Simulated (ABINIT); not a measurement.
# KBr (Fm-3m): G0W0 with ABINIT, start to end

How does a plane-wave GW calculation on KBr (Fm-3m) run from the first input to the gap?

Main program and level: ABINIT 10.8.3; PBE and many-body steps on it, plane waves.

### 1. Set-up

It takes space group Fm-3m (No. 225, cubic). Conventional cell: a = 6.600 Å, b = 6.600 Å, c = 6.600 Å, α = 90.00°, β = 90.00°, γ = 90.00°. Nearest to K lie 6 Br at 3.30 Å. Nearest to Br lie 6 K at 3.30 Å. Farther neighbours and most contacts between anions are not listed.

The cell and positions come from the Crystallography Open Database and are kept as given unless a step says otherwise.

### 2. Ground state

This step: ABINIT 10.8.3; DFT, PBE with spin-orbit coupling, plane waves, norm-conserving pseudopotentials.

The ground-state density comes first.

Input file run.abi:

```
acell 3*1.0 Angstrom
rprim 
  0.000000000000 3.300000000000 3.300000000000
  3.300000000000 0.000000000000 3.300000000000
  3.300000000000 3.300000000000 0.000000000000
ntypat 2
znucl 19 35
natom 2
typat 1 2
xred 
  0.000000000000 0.000000000000 0.000000000000
  0.500000000000 0.500000000000 0.500000000000
pp_dirpath "pseudos"
pseudos "K.upf, Br.upf"
ecut 33
nspinor 2
ngkpt 4 4 4
nshiftk 1
shiftk 0 0 0
kptopt 1
chksymbreak 0
nband 26
occopt 1
tolvrs 1e-10
nstep 60
prtwf 0
optforces 0
optstress 0
indata_prefix "in"
outdata_prefix "out"
tmpdata_prefix "tmp"
```

On the command line:

```console
> OMP_NUM_THREADS=1 mpirun -n 8 abinit run.abi > log
```

Numbers of over 12 decimals in the logs are rounded to 6 here.

Log:

```text
.Version 10.8.3 of ABINIT. v10.8.2 released Aug 2026.

 Symmetries : space group Fm -3 m (#225); Bravais cF (face-center cubic)
================================================================================
 Values of the parameters that define the memory need of the present run
     intxc =       0    ionmov =       0      iscf =       7    lmnmax =      16
     lnmax =      16     mgfft =      48  mpssoang =       5    mqgrid =    3001
     natom =       2  nloc_mem =       1    nspden =       1   nspinor =       2
    nsppol =       1      nsym =      48    n1xccc =    2501    ntypat =       2
    occopt =       1   xclevel =       2
-    mband =          26        mffmem =           1         mkmem =           1
       mpw =        4477          nfft =      110592          nkpt =           8
================================================================================
  Rough estimation (10% accuracy) of disk space for files :
================================================================================

--------------------------------------------------------------------------------
------------- Echo of variables that govern the present computation ------------
--------------------------------------------------------------------------------
 -outvars: echo values of preprocessed input variables --------
            acell      1.8897261259E+00  1.8897261259E+00  1.8897261259E+00 Bohr

      chksymbreak           0
             ecut      3.30000000E+01 Hartree
-          fftalg         312

              ixc     -101130
              kpt      0.00000000E+00  0.00000000E+00  0.00000000E+00
                       2.50000000E-01  0.00000000E+00  0.00000000E+00
                       5.00000000E-01  0.00000000E+00  0.00000000E+00
                       2.50000000E-01  2.50000000E-01  0.00000000E+00
                       5.00000000E-01  2.50000000E-01  0.00000000E+00
                      -2.50000000E-01  2.50000000E-01  0.00000000E+00
                       5.00000000E-01  5.00000000E-01  0.00000000E+00
                      -2.50000000E-01  5.00000000E-01  2.50000000E-01
         kptrlatt        4    0    0      0    4    0      0    0    4
          kptrlen      3.52766874E+01
P           mkmem           1
            natom           2
            nband          26
            ngfft          48      48      48
             nkpt           8
          nspinor           2
            nstep          60
             nsym          48
           ntypat           2
              occ      1.000000  1.000000  1.000000  1.000000  1.000000  1.000000
                       1.000000  1.000000  1.000000  1.000000  1.000000  1.000000
                       1.000000  1.000000  1.000000  1.000000  0.000000  0.000000
                       0.000000  0.000000  0.000000  0.000000  0.000000  0.000000
                       0.000000  0.000000
        optforces           0
        optstress           0
            prtwf           0
            rprim      0.0000000000E+00  3.3000000000E+00  3.3000000000E+00
                       3.3000000000E+00  0.0000000000E+00  3.3000000000E+00
                       3.3000000000E+00  3.3000000000E+00  0.0000000000E+00
          spgroup         225

           tolvrs      1.00000000E-10

             xred      0.0000000000E+00  0.0000000000E+00  0.0000000000E+00
                       5.0000000000E-01  5.0000000000E-01  5.0000000000E-01
            znucl       19.00000   35.00000

================================================================================

 chkinp: Checking input parameters for consistency.

================================================================================
== DATASET  1 ==================================================================
-   mpi_nproc: 8, omp_nthreads: 1 (-1 if OMP is not activated)

--- !DatasetInfo
iteration_state: {dtset: 1, }
dimensions: {natom: 2, nkpt: 8, mband: 26, nsppol: 1, nspinor: 2, nspden: 1, mpw: 4477, }
cutoff_energies: {ecut:  33.0, pawecutdg:  -1.0, }
electrons: {nelect:   1.60000000E+01, charge:   0.00000000E+00, occopt:   1.00000000E+00, tsmear:   1.00000000E-02, }

 Real(R)+Recip(G) space primitive vectors, cartesian coordinates (Bohr,Bohr^-1):
 R(1)=  0.0000000  6.2360962  6.2360962  G(1)= -0.0801784  0.0801784  0.0801784
 R(2)=  6.2360962  0.0000000  6.2360962  G(2)=  0.0801784 -0.0801784  0.0801784
 R(3)=  6.2360962  6.2360962  0.0000000  G(3)=  0.0801784  0.0801784 -0.0801784
 Unit cell volume ucvol=  4.8502979E+02 bohr^3
 Angles (23,13,12)=  6.00000000E+01  6.00000000E+01  6.00000000E+01 degrees

 getcut: wavevector=  0.0000  0.0000  0.0000  ngfft=  48  48  48
         ecut(hartree)=     33.000   => boxcut(ratio)=   2.10471

--- Pseudopotential description ------------------------------------------------
- K Generated using ONCVPSP code by D. R. Hamann
- 19.00000   9.00000  180418                  znucl, zion, pspdat
12 -101130 2 -1 2222                          pspcod,pspxc,lmax,lloc,mmax
     nproj     2     3     2     0
     spin-orbit psp
        nprojso     3     4     0
  pspatm : epsatm=    8.42858871
         --- l  ekb(1:nproj) -->
             0    0.806288   10.869902
             1    4.378793    0.553430    0.000047
             2   -3.405517   -1.029007
  spin-orbit 1    0.035097   -0.028470    0.003405
  spin-orbit 2    0.002517    0.000596   -0.000210   -0.000061
 pspatm: atomic psp has been read  and splines computed

- Br Generated using ONCVPSP code by D. R. Hamann
- 35.00000   7.00000  180423                  znucl, zion, pspdat
12 -101130 2 -1 1110                          pspcod,pspxc,lmax,lloc,mmax
     nproj     2     3     3     0
     spin-orbit psp
        nprojso     4     4     0
  pspatm : epsatm=   11.65225461
         --- l  ekb(1:nproj) -->
             0    0.878030    8.455347
             1    5.296960    0.884184    0.010490
             2    2.601663    0.386433    0.000588
  spin-orbit 1    0.408712   -0.253934    0.061012   -0.000372
  spin-orbit 2    0.108928   -0.011508    0.005488   -0.000068
 pspatm: atomic psp has been read  and splines computed

   3.21293493E+02                                ecore*ucvol(ha*bohr**3)
--------------------------------------------------------------------------------

_setup2: Arith. and geom. avg. npw (full set) are    4386.516    4386.488

================================================================================

--- !BeginCycle
iteration_state: {dtset: 1, }
solver: {iscf: 7, nstep: 60, nline: 4, wfoptalg: 0, }
tolerances: {tolvrs: 1.00E-10, }

     iter   Etot(hartree)      deltaE(h)  residm     vres2
 ETOT  1  -45.893710013655    -4.589E+01 2.661E-02 1.166E+02
 ETOT  2  -45.916944849283    -2.323E-02 1.279E-02 5.637E+00
 ETOT  3  -45.917334966533    -3.901E-04 4.354E-03 7.070E-01
 ETOT  4  -45.917346703909    -1.174E-05 1.862E-03 6.477E-02
 ETOT  5  -45.917347875326    -1.171E-06 1.470E-03 2.599E-04
 ETOT  6  -45.917347887722    -1.240E-08 2.075E-03 1.236E-05
 ETOT  7  -45.917347888532    -8.095E-10 1.072E-03 5.895E-07
 ETOT  8  -45.917347888556    -2.402E-11 6.657E-04 6.207E-08
 ETOT  9  -45.917347888560    -4.057E-12 2.768E-04 1.230E-09
 ETOT 10  -45.917347888558     1.705E-12 2.167E-04 1.385E-11

 At SCF step   10       vres2   =  1.39E-11 < tolvrs=  1.00E-10 =>converged.

--- !ResultsGS
iteration_state: {dtset: 1, }
comment   : Summary of ground state results
lattice_vectors:
- [  0.0000000,   6.2360962,   6.2360962, ]
- [  6.2360962,   0.0000000,   6.2360962, ]
- [  6.2360962,   6.2360962,   0.0000000, ]
lattice_lengths: [   8.81917,    8.81917,    8.81917, ]
lattice_angles: [ 60.000,  60.000,  60.000, ] # degrees, (23, 13, 12)
lattice_volume:   4.8502979E+02
convergence: {deltae:  1.705E-12, res2:  1.385E-11, residm:  2.167E-04, diffor:  0.000E+00, }
etotal    :  -4.59173479E+01
entropy   :   0.00000000E+00
fermie    :   5.63787443E-03
cartesian_stress_tensor: null
pressure_GPa: null
xred      :
- [  0.0000E+00,   0.0000E+00,   0.0000E+00,  K]
- [  5.0000E-01,   5.0000E-01,   5.0000E-01, Br]
cartesian_forces: null
force_length_stats: {min: null, max: null, mean: null, }

 Integrated electronic density in atomic spheres:
 ------------------------------------------------
 Atom  Sphere_radius  Integrated_density
    1        2.00000          6.94457766
    2        2.00000          4.26090112
================================================================================

 ----iterations are completed or convergence reached----

 Mean square residual over all n,k,spin=   38.441E-07; max=  21.671E-05
 reduced coordinates (array xred) for    2 atoms
       0.000000000000      0.000000000000      0.000000000000
       0.500000000000      0.500000000000      0.500000000000
 rms dE/dt=  0.0000E+00; max dE/dt=  0.0000E+00; dE/dt below (all hartree)
    1       0.000000000000      0.000000000000      0.000000000000
    2       0.000000000000      0.000000000000      0.000000000000

 cartesian coordinates (angstrom) at end:
    1      0.000000     0.000000     0.000000
    2      3.300000     3.300000     3.300000
 length scales=  1.889726125908  1.889726125908  1.889726125908 bohr
              =  1.000000000000  1.000000000000  1.000000000000 angstroms
 prteigrs : about to open file out_EIG
 Fermi (or HOMO) energy (hartree) =   0.00564   Average Vxc (hartree)=  -0.27534
 Eigenvalues (hartree) for nkpt=   8  k points:
 kpt#   1, nband= 26, wtk=  0.01563, kpt=  0.0000  0.0000  0.0000 (reduced coord)
  -1.02102   -1.02102   -0.45187   -0.45187   -0.42038   -0.42038   -0.41061   -0.41061
  -0.41061   -0.41061   -0.01254   -0.01254    0.00564    0.00564    0.00564    0.00564
   0.16272    0.16272    0.27915    0.27915    0.27915    0.27915    0.27935    0.27935
   0.30931    0.30931
 prteigrs : prtvol=0 or 1, do not print more k-points.

--- !EnergyTerms
iteration_state     : {dtset: 1, }
comment             : Components of total free energy in Hartree
kinetic             :  1.47097427117798E+01
hartree             :  9.63928031624327E+00
xc                  : -1.16301295329559E+01
Ewald energy        : -2.93989375638298E+01
psp_core            :  6.62420116848652E-01
local_psp           : -3.62918182866137E+01
non_local_psp       :  6.39209434996942E+00
total_energy        : -4.59173478885583E+01
total_energy_eV     : -1.24947468878664E+03
band_energy         : -5.54041744635961E+00

== END DATASET(S) ==============================================================
================================================================================

 -outvars: echo values of variables after computation  --------
           etotal     -4.5917347889E+01
            nband          26
             nkpt           8
          spgroup         225
 [... the other variables as echoed above ...]

 Calculation completed.
```

The job ended after 15 s (8 MPI ranks of Arm Neoverse V1, shared host; peak memory 0.67 GiB; 1.9 min of CPU time).

Numbers from this step:

```yaml
total_energy: -1249.4747 eV
gap: 4.274 eV
k_of_the_valence_top: 0, 0, 0
k_of_the_conduction_bottom: 0, 0, 0
least_direct_gap: 4.274 eV
```

The gap is direct, at Γ.

### 3. Bands along the symmetry lines

The cheap functional maps the bands first; the places of the edges decide which points the dearer methods must see.

Input file run.abi:

```
acell 3*1.0 Angstrom
rprim 
  0.000000000000 3.300000000000 3.300000000000
  3.300000000000 0.000000000000 3.300000000000
  3.300000000000 3.300000000000 0.000000000000
ntypat 2
znucl 19 35
natom 2
typat 1 2
xred 
  0.000000000000 0.000000000000 0.000000000000
  0.500000000000 0.500000000000 0.500000000000
pp_dirpath "pseudos"
pseudos "K.upf, Br.upf"
ecut 33
nspinor 2
iscf -2
irdden 1
kptopt 0
nkpt 26
kpt 
  0.00000000 0.00000000 0.00000000
  0.12500000 0.00000000 0.12500000
  0.25000000 0.00000000 0.25000000
  0.37500000 0.00000000 0.37500000
  0.50000000 0.00000000 0.50000000
  0.53125000 0.06250000 0.53125000
  0.56250000 0.12500000 0.56250000
  0.59375000 0.18750000 0.59375000
  0.62500000 0.25000000 0.62500000
  0.37500000 0.37500000 0.75000000
  0.28125000 0.28125000 0.56250000
  0.18750000 0.18750000 0.37500000
  0.09375000 0.09375000 0.18750000
  0.00000000 0.00000000 0.00000000
  0.12500000 0.12500000 0.12500000
  0.25000000 0.25000000 0.25000000
  0.37500000 0.37500000 0.37500000
  0.50000000 0.50000000 0.50000000
  0.50000000 0.43750000 0.56250000
  0.50000000 0.37500000 0.62500000
  0.50000000 0.31250000 0.68750000
  0.50000000 0.25000000 0.75000000
  0.50000000 0.18750000 0.68750000
  0.50000000 0.12500000 0.62500000
  0.50000000 0.06250000 0.56250000
  0.50000000 0.00000000 0.50000000
istwfk *1
nband 32
nbdbuf 6
tolwfr 1e-08
nstep 40
prtwf 0
prtvol 0
indata_prefix "in"
outdata_prefix "out"
tmpdata_prefix "tmp"
```

Log:

```text
.Version 10.8.3 of ABINIT. v10.8.2 released Aug 2026.

 Symmetries : space group Fm -3 m (#225); Bravais cF (face-center cubic)
[... echo of the input left out ...]
== DATASET  1 ==================================================================
-   mpi_nproc: 8, omp_nthreads: 1 (-1 if OMP is not activated)

--- !DatasetInfo
iteration_state: {dtset: 1, }
dimensions: {natom: 2, nkpt: 26, mband: 32, nsppol: 1, nspinor: 2, nspden: 1, mpw: 4477, }
cutoff_energies: {ecut:  33.0, pawecutdg:  -1.0, }
electrons: {nelect:   1.60000000E+01, charge:   0.00000000E+00, occopt:   1.00000000E+00, tsmear:   1.00000000E-02, }

 Real(R)+Recip(G) space primitive vectors, cartesian coordinates (Bohr,Bohr^-1):
 R(1)=  0.0000000  6.2360962  6.2360962  G(1)= -0.0801784  0.0801784  0.0801784
 R(2)=  6.2360962  0.0000000  6.2360962  G(2)=  0.0801784 -0.0801784  0.0801784
 R(3)=  6.2360962  6.2360962  0.0000000  G(3)=  0.0801784  0.0801784 -0.0801784
 Unit cell volume ucvol=  4.8502979E+02 bohr^3
 Angles (23,13,12)=  6.00000000E+01  6.00000000E+01  6.00000000E+01 degrees

 getcut: wavevector=  0.0000  0.0000  0.0000  ngfft=  48  48  48
         ecut(hartree)=     33.000   => boxcut(ratio)=   2.10471

--- Pseudopotential description ------------------------------------------------
- K Generated using ONCVPSP code by D. R. Hamann
- 19.00000   9.00000  180418                  znucl, zion, pspdat
12 -101130 2 -1 2222                          pspcod,pspxc,lmax,lloc,mmax
     nproj     2     3     2     0
     spin-orbit psp
        nprojso     3     4     0
  pspatm : epsatm=    8.42858871
         --- l  ekb(1:nproj) -->
             0    0.806288   10.869902
             1    4.378793    0.553430    0.000047
             2   -3.405517   -1.029007
  spin-orbit 1    0.035097   -0.028470    0.003405
  spin-orbit 2    0.002517    0.000596   -0.000210   -0.000061
 pspatm: atomic psp has been read  and splines computed

- Br Generated using ONCVPSP code by D. R. Hamann
- 35.00000   7.00000  180423                  znucl, zion, pspdat
12 -101130 2 -1 1110                          pspcod,pspxc,lmax,lloc,mmax
     nproj     2     3     3     0
     spin-orbit psp
        nprojso     4     4     0
  pspatm : epsatm=   11.65225461
         --- l  ekb(1:nproj) -->
             0    0.878030    8.455347
             1    5.296960    0.884184    0.010490
             2    2.601663    0.386433    0.000588
  spin-orbit 1    0.408712   -0.253934    0.061012   -0.000372
  spin-orbit 2    0.108928   -0.011508    0.005488   -0.000068
 pspatm: atomic psp has been read  and splines computed

--------------------------------------------------------------------------------

================================================================================
 prteigrs : about to open file out_EIG
 Non-SCF case, kpt    1 (  0.00000  0.00000  0.00000), residuals and eigenvalues=
[...]
5.0732E-01  5.0780E-01
 Non-SCF case, kpt    3 (  0.25000  0.00000  0.25000), residuals and eigenvalues=
[...]
4.6659E-01  4.6733E-01
[...]
Non-SCF case, kpt   25 (  0.50000  0.06250  0.56250), residuals and eigenvalues=
[...]
4.6251E-01  4.6488E-01
 Non-SCF case, kpt   26 (  0.50000  0.00000  0.50000), residuals and eigenvalues=
[...]
2.6438E-01  2.6438E-01  3.4340E-01  3.4340E-01  3.4891E-01  3.4891E-01
  3.5449E-01  3.5449E-01  3.9329E-01  3.9329E-01  3.9346E-01  3.9346E-01
  4.6785E-01  4.6847E-01

--- !ResultsGS
iteration_state: {dtset: 1, }
comment   : Summary of ground state results
lattice_vectors:
- [  0.0000000,   6.2360962,   6.2360962, ]
- [  6.2360962,   0.0000000,   6.2360962, ]
- [  6.2360962,   6.2360962,   0.0000000, ]
lattice_lengths: [   8.81917,    8.81917,    8.81917, ]
lattice_angles: [ 60.000,  60.000,  60.000, ] # degrees, (23, 13, 12)
lattice_volume:   4.8502979E+02
convergence: {deltae:  0.000E+00, res2:  0.000E+00, residm:  9.983E-09, diffor:  0.000E+00, }
etotal    :  -4.59173479E+01
entropy   :   0.00000000E+00
fermie    :   5.63787443E-03
cartesian_stress_tensor: null
pressure_GPa: null
xred      :
- [  0.0000E+00,   0.0000E+00,   0.0000E+00,  K]
- [  5.0000E-01,   5.0000E-01,   5.0000E-01, Br]
cartesian_forces: null
force_length_stats: {min: null, max: null, mean: null, }

 Integrated electronic density in atomic spheres:
 ------------------------------------------------
 Atom  Sphere_radius  Integrated_density
    1        2.00000          6.94457766
    2        2.00000          4.26090112
================================================================================

 ----iterations are completed or convergence reached----

 Mean square residual over all n,k,spin=   59.209E-10; max=  99.832E-10
 reduced coordinates (array xred) for    2 atoms
       0.000000000000      0.000000000000      0.000000000000
       0.500000000000      0.500000000000      0.500000000000

 cartesian coordinates (angstrom) at end:
    1      0.000000     0.000000     0.000000
    2      3.300000     3.300000     3.300000
 length scales=  1.889726125908  1.889726125908  1.889726125908 bohr
              =  1.000000000000  1.000000000000  1.000000000000 angstroms
 prteigrs : about to open file out_EIG
 Eigenvalues (hartree) for nkpt=  26  k points:
 kpt#   1, nband= 32, wtk=  1.00000, kpt=  0.0000  0.0000  0.0000 (reduced coord)
[...]
kpt#   2, nband= 32, wtk=  1.00000, kpt=  0.1250  0.0000  0.1250 (reduced coord)
[...]
kpt#   3, nband= 32, wtk=  1.00000, kpt=  0.2500  0.0000  0.2500 (reduced coord)
[...]
kpt#  25, nband= 32, wtk=  1.00000, kpt=  0.5000  0.0625  0.5625 (reduced coord)
[...]
kpt#  26, nband= 32, wtk=  1.00000, kpt=  0.5000  0.0000  0.5000 (reduced coord)
[...]
0.21534    0.21534    0.26438    0.26438    0.34340    0.34340    0.34891    0.34891
   0.35449    0.35449    0.39329    0.39329    0.39346    0.39346    0.46785    0.46847

== END DATASET(S) ==============================================================
================================================================================

 -outvars: echo values of variables after computation  --------
            nband          32
             nkpt          26
          spgroup         225
 [... the other variables as echoed above ...]

 Calculation completed.
```

Wall time 45 s (8 MPI ranks); peak memory 0.65 GiB; 6 min of CPU time.

This step gave:

```yaml
gap: 4.274 eV
k_of_the_valence_top: 0, 0, 0
k_of_the_conduction_bottom: 0, 0, 0
least_direct_gap: 4.274 eV
```

The gap is 4.274 eV, as in the run before at this level.

Electronic bands along the path, in eV, zero at the top of the highest filled band; v1 is the highest filled band, c1 the lowest empty one:

```csv
point,v4,v3,v2,v1,c1,c2,c3,c4
Γ,0.00,0.00,0.00,0.00,4.27,4.27,7.44,7.44
halfway,-0.40,-0.40,-0.17,-0.17,5.74,5.74,6.37,6.37
X,-0.52,-0.52,-0.30,-0.30,5.71,5.71,7.04,7.04
halfway,-0.58,-0.58,-0.35,-0.35,5.91,5.91,7.30,7.30
U,-0.70,-0.70,-0.42,-0.42,6.43,6.43,7.99,7.99
jump to K,-0.70,-0.70,-0.42,-0.42,6.43,6.43,7.99,7.99
halfway,-0.48,-0.48,-0.26,-0.26,5.99,5.99,7.12,7.12
Γ,0.00,0.00,0.00,0.00,4.27,4.27,7.44,7.44
halfway,-0.40,-0.40,-0.18,-0.18,5.53,5.53,7.33,7.33
L,-0.60,-0.60,-0.35,-0.35,6.43,6.43,8.07,8.07
halfway,-0.66,-0.66,-0.42,-0.42,6.85,6.85,7.64,7.64
W,-0.62,-0.62,-0.57,-0.57,7.20,7.20,7.25,7.25
halfway,-0.60,-0.60,-0.41,-0.41,6.13,6.13,7.50,7.50
X,-0.52,-0.52,-0.30,-0.30,5.71,5.71,7.04,7.04
```

(Part 1 of 2 ends here.)

[Paths, hosts, dates, memory and timing lines, banners, echoed tables and standing remarks are left out of the program output.]

[Logs are printed without paths, hosts, clocks, repeated set-up lines and the standing remarks that a program may print on its own settings, such as how far it seeks lower states.]

[Runs of the session that timed out or met a known fault of the program may be left out.]

[Hosts, paths, dates, database ids (printed as entryN), source tags and the programs' standing remarks are cut or masked in the printed files.]

[G0W0 gaps are taken among the corrected bands and points alone; a level outside them can change the order at an edge.]

[Where Ansatz stands beside ABINIT at settings called matched, ABINIT's density can come from a denser mesh and the files from another edition; pairs whose starting gaps differed by over 0.03 eV were left out, so agreement reads better than it is.]
